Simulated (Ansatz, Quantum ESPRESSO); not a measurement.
# AgCl (Chlorargyrite): Raman and infrared activity, part 3 of 3

Wanted: vibrational spectra of AgCl (Chlorargyrite) from linear and non-linear response.

Quantum ESPRESSO 8.0 development, patched; DFT LDA, scalar-relativistic, plane waves, PseudoDojo norm-conserving pseudopotentials.

So far. Step 5 (Zone-centre response): The acoustic modes at Γ come out as far as 1.4 cm⁻¹ from zero, where they should vanish, a small numerical error; the Born charges miss their sum rule by 0.0035 e, which is good. Step 6 (Zone-centre analysis): The rule moves no optical mode by more than 0.1 cm⁻¹. The relaxed cell has a = 5.354 Å (conventional setting).

The database entry behind the starting cell differs from later determinations by our own check (an axis about 1.4 % short against later determinations), so it need not match the best structure at ambient conditions.

### Step 8. Sum rules set otherwise (asr crystal)

The rule can be imposed in more than one way; the choices should agree where the raw error is small.

dynmat.in

```
 &input
    fildyn='g.dyn',
    asr='crystal',
    fileig='dynmat.eig',
    lperm=.true.,
 /
```

Command:

```
dynmat.x -in dynmat.in > dynmat.out
```

The log of the run:

```text
[banner, memory and clock lines left out]
Program DYNMAT v.8.0dev

     Reading Dynamical Matrix from file g.dyn
     ...Force constants read
     ...epsilon and Z* read
     ...Raman cross sections read
     Acoustic Sum Rule: || Z*(ASR) - Z*(orig)|| =    4.262221E-03
     Acoustic Sum Rule: ||dyn(ASR) - dyn(orig)||=    3.808902E-05
     A direction for q was not specified:TO-LO splitting will be absent

     Polarizability (A^3 units)
     multiply by 0.381065 for Clausius-Mossotti correction (not under assume_isolated = 'mt')
        14.881493    0.000000    0.000000
         0.000000   14.881493   -0.000000
         0.000000   -0.000000   14.881493

     IR activities are in (D/A)^2/amu units

# mode   [cm-1]    [THz]      IR
    1      0.00    0.0000    0.0000
    2      0.00    0.0000    0.0000
    3      0.00    0.0000    0.0000
    4    130.32    3.9069    1.7372
    5    130.32    3.9069    1.7372
    6    130.32    3.9069    1.7372

Electronic dielectric permittivity tensor (relative, adimensional)
         5.872665    0.000000    0.000000
         0.000000    5.872665   -0.000000
         0.000000   -0.000000    5.872665

 ... with zone-center polar mode contributions
        11.557061    0.000000    0.000000
         0.000000   11.557061    0.000000
         0.000000    0.000000   11.557061
```

Wall time 0.64 s (1 thread of Intel Xeon 6975P-C (Granite Rapids), shared host).

Zone-centre frequencies as printed; negative means imaginary. Modes:

```csv
mode,frequency (cm⁻¹)
1,0
2,0
3,0
4,130.3
5,130.3
6,130.3
```

Against the first rule no mode moves by more than 0.1 cm⁻¹.

### Step 9. The LO-TO splitting (1 0 0)

A longitudinal polar mode sets up a macroscopic field that stiffens it; the term hangs on the direction from which q goes to zero.

dynmat.in

```
 &input
    fildyn='g.dyn',
    asr='simple',
    fileig='dynmat.eig',
    q(1)=1.0,
    q(2)=0.0,
    q(3)=0.0,
 /
```

Command:

```
dynmat.x -in dynmat.in > dynmat.out
```

The log of the run:

```text
[banner, memory and clock lines left out]
Program DYNMAT v.8.0dev

     Reading Dynamical Matrix from file g.dyn
     ...Force constants read
     ...epsilon and Z* read
     ...Raman cross sections read

     Polarizability (A^3 units)
     multiply by 0.381065 for Clausius-Mossotti correction (not under assume_isolated = 'mt')
        14.881493    0.000000    0.000000
         0.000000   14.881493   -0.000000
         0.000000   -0.000000   14.881493

     IR activities are in (D/A)^2/amu units

# mode   [cm-1]    [THz]      IR
    1     -0.00   -0.0000    0.0000
    2     -0.00   -0.0000    0.0000
    3      0.00    0.0000    0.0000
    4    130.31    3.9066    1.7372
    5    130.31    3.9066    1.7372
    6    182.81    5.4805    1.7372
```

Wall time 0.66 s (1 thread).

This step gave:

```
highest mode moved by the LO-TO term : 182.8 cm⁻¹
```

Zone-centre frequencies as printed; negative means imaginary. Modes:

```csv
mode,frequency (cm⁻¹)
1,0
2,0
3,0
4,130.3
5,130.3
6,182.8
```

The field moves one mode, from 130 to 183 cm⁻¹; the others stay.

### Step 10. A second program

A second program on the same cell, potentials, cutoff and meshes tests the implementation of the phonon response, not its convergence. Its field response is summed in its own way. Its k mesh is centred on Γ.

This step: DFT LDA, scalar-relativistic, plane waves, PseudoDojo norm-conserving pseudopotentials (Ansatz 0.2.0).

input.yaml

```yaml
crystal:
  lattice:
    - [-2.677235703, 0.0, 2.677235703]
    - [0.0, 2.677235703, 2.677235703]
    - [-2.677235703, 2.677235703, 0.0]
  atoms:
    - { symbol: Ag, position: [0.0, 0.0, 0.0] }
    - { symbol: Cl, position: [0.5, 0.5, 0.5] }
kpoints:
  mp_grid: { grid: [8, 8, 8] }
hamiltonian:
  xc: lda
  pseudopotentials: { kind: nc, accuracy: standard }
scf:
  occupations: { method: fixed }
output:
  eigenvalues: true
basis:
  ecutwfc: 1170.09
phonons:
  method: dfpt
  dielectric: true
  rigid_motions: translations
  raman: true
```

Command:

```
ansatz run input.yaml --threads 4 --pin off --max-ram 8192MiB --backend cpu --events-out ev --progress --plain --runs-dir out
```

The log of the run:

```text
Engine: ansatz 0.2.0, x86_64-unknown-linux-gnu
Pseudopotentials: kind: nc
Pseudopotential: Ag, nc, valence charge 19, recommended cutoff 1170.089609 eV (normal), Ag.nc.azcp (PseudoDojo's, or run here from an input of PseudoDojo's; its table is named by hamiltonian.pseudopotentials.accuracy)
Pseudopotential: Cl, nc, valence charge 7, recommended cutoff 761.918815 eV (normal), Cl.nc.azcp (PseudoDojo's, or run here from an input of PseudoDojo's; its table is named by hamiltonian.pseudopotentials.accuracy)
Functional definition: SPW92
  exchange = slater_x
  correlation = pw_c
Crystal: 2 atoms, lattice volume = 38.379 Å³
Basis set: ecut = 1170.09 eV, 3479 PW (Γ), exchange–correlation on 90×90×90 points (8 copies of the dense FFT grid, shifted against one another)
Bands: 17, of which v1, the nominal top of the filled ones, is band 13 counted from 1 (12 counted from 0)
Symmetry: 48 space group operations
k-points: 59 of 512 (irreducible under 8 space group operations, time reversal used)
Non-local potential: Ag, projectors of the file, l = 0: 2, l = 1: 2, l = 2: 2
Non-local potential: Cl, projectors of the file, l = 0: 2, l = 1: 2, l = 2: 2
Initial density: superposition of atomic densities (chi_scale 0.1, normalization cell, long waves kept (reshape's long-wave potential 0.00 eV rms))
Initial wavefunctions: pseudopotential atomic-orbital guess
Functional: x = slater, c = lda
SCF iter   1: F=—  HF=-4665.056945 eV  |F-HF|=—  |Δ(HF+E_count)|=         —  Δρ=6.90e-2  dr2=2.09e0  ethr=3.10e-3  ⟨swp⟩=5.3  Hψ=4640  notcnv=0  defer=88
preconditioner: auto → none  [insulator: Δε(μ)=0.874 eV  Ē_g=11.854 eV  n_scr=14 (ndim 8)  ℏωp=25.4 eV  f_vac=0.001  ε∞_Penn≈5.6]
SCF iter   2: F=—  HF=-4664.538426 eV  |F-HF|=—  |Δ(HF+E_count)|=   5.19e-1  Δρ=3.87e-2  dr2=5.23e-1  ethr=3.10e-3  ⟨swp⟩=3.7  Hψ=2629  notcnv=0  defer=65
SCF iter   3: F=—  HF=-4664.385221 eV  |F-HF|=—  |Δ(HF+E_count)|=   1.53e-1  Δρ=4.85e-3  dr2=4.39e-3  ethr=2.01e-3  ⟨swp⟩=3.3  Hψ=2132  notcnv=0  defer=110
SCF iter   4: F=—  HF=-4664.383766 eV  |F-HF|=—  |Δ(HF+E_count)|=   1.45e-3  Δρ=1.68e-3  dr2=3.57e-4  ethr=1.69e-5  ⟨swp⟩=2.1  Hψ=1889  notcnv=0  defer=114
SCF iter   5: F=—  HF=-4664.383698 eV  |F-HF|=—  |Δ(HF+E_count)|=   6.80e-5  Δρ=2.84e-4  dr2=2.98e-5  ethr=1.37e-6  ⟨swp⟩=2.7  Hψ=1645  notcnv=0  defer=114
SCF iter   6: F=—  HF=-4664.383684 eV  |F-HF|=—  |Δ(HF+E_count)|=   1.46e-5  Δρ=1.92e-4  dr2=1.34e-5  ethr=1.15e-7  ⟨swp⟩=2.2  Hψ=1581  notcnv=0  defer=104
SCF iter   7: F=—  HF=-4664.383668 eV  |F-HF|=—  |Δ(HF+E_count)|=   1.61e-5  Δρ=6.40e-5  dr2=1.62e-6  ethr=5.17e-8  ⟨swp⟩=2.1  Hψ=1263  notcnv=0  defer=27
SCF iter   8: F=—  HF=-4664.383792 eV  |F-HF|=—  |Δ(HF+E_count)|=   1.24e-4  Δρ=9.40e-6  dr2=3.82e-8  ethr=6.25e-9  ⟨swp⟩=2.1  Hψ=1447  notcnv=0  defer=12
SCF iter   9: F=—  HF=-4664.383792 eV  |F-HF|=—  |Δ(HF+E_count)|=   9.98e-9  Δρ=7.74e-7  dr2=2.28e-10  ethr=1.47e-10  ⟨swp⟩=2.1  Hψ=1620  notcnv=0  defer=12
SCF iter  10: F=-4664.383792 eV  HF=-4664.383792 eV  |F-HF|=5.46e-12  |Δ(HF+E_count)|=  6.18e-11  Δρ=1.56e-7  dr2=6.26e-12  ethr=1.00e-12  ⟨swp⟩=9.6  Hψ=7342  notcnv=0
SCF 1 converged in 10 iterations: F = -4664.383792 eV  dr2 = 6.26e-12
NSCF: frozen V_eff on 8 k-points
DFPT response loops at Γ: preconditioner auto → none (the input reference at scf.mixing.eps_inf says where Resta's filter doesn't serve); β = 0.50; Broyden in place of MSR1
── the response to a field inside a basis, on 10×10×10 k-points: an SCF that follows is theirs, and a resumed run solves both again ──
Bands: 14, of which v1, the nominal top of the filled ones, is band 13 counted from 1 (12 counted from 0)
k-points: 110
Initial density: handed on by an earlier stage of this run
Initial wavefunctions: pseudopotential atomic-orbital guess (no wavefunctions were taken with the density)
Eigensolver: Dense (110 Hₖ)
SCF iter   1: F=—  HF=-4664.380011 eV  |F-HF|=—  |Δ(HF+E_count)|=         —  Δρ=1.35e-4  dr2=5.95e-7  ethr=1.00e-1
preconditioner: auto → none  [insulator: Δε(μ)=0.782 eV  Ē_g=8.173 eV  n_scr=14 (ndim 8)  ℏωp=25.4 eV  f_vac=0.013  ε∞_Penn≈10.7]
SCF iter   2: F=—  HF=-4664.380012 eV  |F-HF|=—  |Δ(HF+E_count)|=   5.93e-7  Δρ=6.78e-5  dr2=1.40e-7  ethr=2.29e-9
SCF iter   3: F=—  HF=-4664.380012 eV  |F-HF|=—  |Δ(HF+E_count)|=   2.25e-7  Δρ=1.66e-5  dr2=7.87e-8  ethr=5.40e-10
SCF iter   4: F=—  HF=-4664.380012 eV  |F-HF|=—  |Δ(HF+E_count)|=   2.10e-8  Δρ=1.15e-6  dr2=1.17e-10  ethr=3.03e-10
SCF iter   5: F=-4664.380012 eV  HF=-4664.380012 eV  |F-HF|=2.73e-12  |Δ(HF+E_count)|=  2.55e-11  Δρ=3.84e-7  dr2=1.25e-11  ethr=1.00e-12
SCF 1 converged in 5 iterations: F = -4664.380012 eV  dr2 = 1.25e-11
DFPT response loops at Γ: mixed as the last ones told, above
DFPT response loops at Γ: mixed as the last ones told, above
SCF converged after 10 iterations
Free energy (F): -4664.383792 eV
Harris-Foulkes:  -4664.383792 eV  (|F-HF|=5.46e-12)
Internal energy: -4664.383792 eV  (E = F + TS)
E sigma→0 (E₀):  -4664.383792 eV
Fermi energy:    9.736250 eV
--- Per-component energies (eV) ---
  E_band       = -328.260458
  E_kinetic    = 1600.345078
  E_local      = -3899.306702  (includes V_loc(G=0)·N_el)
  E_nonlocal   = -4.280002
  E_hartree    = 1305.176211
  E_xc         = -748.909078
  E_vxc        = -635.371118  (∫ρ·V_xc dr)
  E_ewald      = -2917.409298
  E_smearing   = -0.000000  (= −TS)
  E_closure    = -0.000000  (closes the sum)
  Σ components = -4664.383792   (vs F -4664.383792, Δ=0.00e0)
--- Band table (eV; the first three rows and the last of 59) ---
  k-point 0: bands = [... 9 lower, 6.7788, 6.9852, 6.9852, 6.9852, 10.3631, 20.2455, 20.2455, 20.2455]
  k-point 1: bands = [... 9 lower, 6.8038, 7.1148, 7.8328, 7.8328, 11.1711, 18.8631, 19.9530, 19.9530]
  k-point 2: bands = [... 9 lower, 6.9714, 7.2900, 8.7453, 8.7453, 12.5628, 17.2662, 18.6015, 18.6015]
  k-point 58: bands = [... 9 lower, 7.0267, 7.3796, 7.3796, 7.5490, 11.6282, 17.3771, 18.4911, 21.5312]
--- Phonons (Γ-DFPT): 2 representative perturbations + reference, on 59 of 512 k-points (Σ response iterations 6) ---
  k mesh reduced under 8 symmetry operations, with k and −k counted as one. Each operation leaves every solved perturbation unchanged. A smaller set is not considered because the run solves the response to a homogeneous field
  ASR residual: 5.031e-4 → 0.000e0 eV/Å²; symmetrization residual: 4.465e-6 eV/Å²
  ASR residual per site (eV/Å²): 5.03e-4 1.72e-4
  Γ frequencies (cm⁻¹): 0.00 0.00 0.00 130.39 130.39 130.39
  ε∞ (high-frequency dielectric tensor):
        5.853991     0.000000     0.000000
        0.000000     5.853991     0.000000
        0.000000     0.000000     5.853991
  ε⁰ (static dielectric tensor: ions relaxed, cell fixed):
       11.513904     0.000000    -0.000000
        0.000000    11.513904    -0.000000
       -0.000000    -0.000000    11.513904
  ε⁰ − ε∞ (ionic part):
        5.659913     0.000000    -0.000000
        0.000000     5.659913    -0.000000
       -0.000000    -0.000000     5.659913
  softest optical mode at Γ: 130.39 cm⁻¹; the repairs (sum rule, projections) moved no ω² at Γ by more than (1.23 cm⁻¹)²
  Born effective charges Z* (e; rows j = field, columns β = displacement):
    site 0:
         1.41507    0.00000   -0.00000
         0.00000    1.41507   -0.00000
        -0.00000   -0.00000    1.41507
    site 1:
        -1.41507   -0.00000    0.00000
        -0.00000   -1.41507    0.00000
         0.00000    0.00000   -1.41507
  Z* charge neutrality: 6.876e-4 e pre-enforcement
  solved inside a basis spanned on kpoints, on 10×10×10 k-points transformed towards the longest dipole: ε∞ is read to err by 1.5e-2, Z* by 2.0e-2 e (field_mesh: kpoints solves on kpoints); Z* is corrected for what the basis lacks
  Raman tensors (in the event stream and the table raman_tensors.tsv): an entry may err by 9.3e-4 Å², one of the second-order susceptibility by 2.8e-19 pm/V (basis, points and sum rule); their sum over the sites missed zero by 3.494e-21 Å² ahead of its enforcement
  optical modes at Γ without the LO–TO term, one row a degenerate level:
      ω (cm⁻¹)  modes    IR ((D/Å)²/amu)  static Raman (Å⁴/amu)  depolarisation
        130.39      3             5.1944                 0.0000               —
  optical modes at Γ + LO–TO along q̂ = [1.0000, 0.0000, 0.0000]:
      ω (cm⁻¹)  modes    IR ((D/Å)²/amu)  static Raman (Å⁴/amu)  depolarisation
        130.39      2             3.4629                 0.0000               —
        182.86      1             1.7315                 0.0000               —
  optical modes at Γ + LO–TO along q̂ = [0.0000, 1.0000, 0.0000]:
      ω (cm⁻¹)  modes    IR ((D/Å)²/amu)  static Raman (Å⁴/amu)  depolarisation
        130.39      2             3.4629                 0.0000               —
        182.86      1             1.7315                 0.0000               —
  optical modes at Γ + LO–TO along q̂ = [0.0000, 0.0000, 1.0000]:
      ω (cm⁻¹)  modes    IR ((D/Å)²/amu)  static Raman (Å⁴/amu)  depolarisation
        130.39      2             3.4629                 0.0000               —
        182.86      1             1.7315                 0.0000               —
```

It took 85 s on 4 threads; peak memory 1.5 GiB.

Numbers from this step:

| Property | Result |
| --- | --- |
| sum-rule residual before enforcement | 5.03e-4 eV/Å² |
| miss of the charge sum rule | 6.88e-4 e |
| estimated error of the dielectric tensor | 0.01535 |
| estimated error of the Born charges | 0.02032 e |
| highest optical zone-centre mode (no LO-TO term) | 130.4 cm⁻¹ |
| lowest optical zone-centre mode | 130.4 cm⁻¹ |
| mean high-frequency dielectric constant | 5.854 |
| largest Born charge in size (third of the trace) | 1.415 e |
| mean static dielectric constant | 11.51 |
| highest mode moved by the LO-TO term | 182.9 cm⁻¹ |

Transverse modes. Infrared lines, with heights relative to the strongest:

```csv
position (cm⁻¹),label,"IR intensity ((D/Å)²/amu), degenerate modes summed, relative"
130,T1u,100
```

### Step 11. Side by side: QE PseudoDojo and Ansatz, PseudoDojo

Numbers from this step:

* root-mean-square difference: 0.08 cm⁻¹
* largest difference: 0.08 cm⁻¹

Frequencies side by side, by row:

```csv
q (reciprocal lattice),mode,QE PseudoDojo (cm⁻¹),"Ansatz, PseudoDojo (cm⁻¹)"
0 0 0,1,0,0
0 0 0,2,0,0
0 0 0,3,0,0
0 0 0,4,130.3,130.4
0 0 0,5,130.3,130.4
0 0 0,6,130.3,130.4
```

The two runs side by side. Further quantities:

```csv
quantity,QE PseudoDojo,"Ansatz, PseudoDojo"
mean ε∞,5.873,5.854
"largest Born charge in size (e; the first before, the second after the charge sum rule)",1.419,1.415
summed IR intensity ((D/Å)²/amu),5.212,5.194
```

At the zone centre the largest difference (acoustic modes at Γ apart) is 0.06 % of the highest mode.

### Step 12. Results

```
space group after relaxation                                                            : Fm-3m
volume per atom                                                                         : 19.2 Å³
gap on the k-mesh                                                                       : 0.627 eV
highest optical zone-centre mode (no LO-TO term)                                        : 130.3 cm⁻¹
highest mode moved by the LO-TO term (probably not converged in the k mesh)             : 182.8 cm⁻¹
mean high-frequency dielectric constant (probably not converged in the k mesh)          : 5.87
largest Born charge in size (third of the trace) (probably not converged in the k mesh) : 1.42 e
mean static dielectric constant (probably not converged in the k mesh)                  : 11.6
imaginary optical modes at the zone centre (no q mesh in this session)                  : none
largest difference from Ansatz, PseudoDojo                                              : 0.08 cm⁻¹
```

In words: No mode is Raman active in this structure; the strongest infrared line lies at 130 cm⁻¹. At the LDA level the optical modes of AgCl (Chlorargyrite) at the zone centre (no LO-TO term) lie at 130 cm⁻¹. Along the directions run, the highest mode that the macroscopic field moves lies at 183 cm⁻¹. Lattice motion raises the mean dielectric constant from 5.873 to 11.56. ε∞, the Born charges and what follows from them are probably not converged in the k mesh. The Lyddane-Sachs-Teller relation holds: (ωLO/ωTO)² is 1.97 and ε₀/ε∞ is 1.97. QE PseudoDojo and Ansatz, PseudoDojo agree to 0.08 cm⁻¹ (0.06 % of the highest mode compared) on all solved modes but the acoustic ones at Γ, without the LO-TO term. These are harmonic frequencies at zero temperature: anharmonic shifts and linewidths and thermal expansion are left out. The build is a development version in which the Raman tensors of release 7.5 are mended; dynmat.x leaves out the electro-optic term of LO lines.

[Host names and launcher messages were left out of these logs when they were recorded.]

[Logs are printed without paths, hosts, clocks, repeated set-up lines and the standing remarks that a program may print on its own settings, such as how far it seeks lower states.]

[Hosts, paths, dates, database ids (printed as entryN), source tags and the programs' standing remarks are cut or masked in the printed files.]
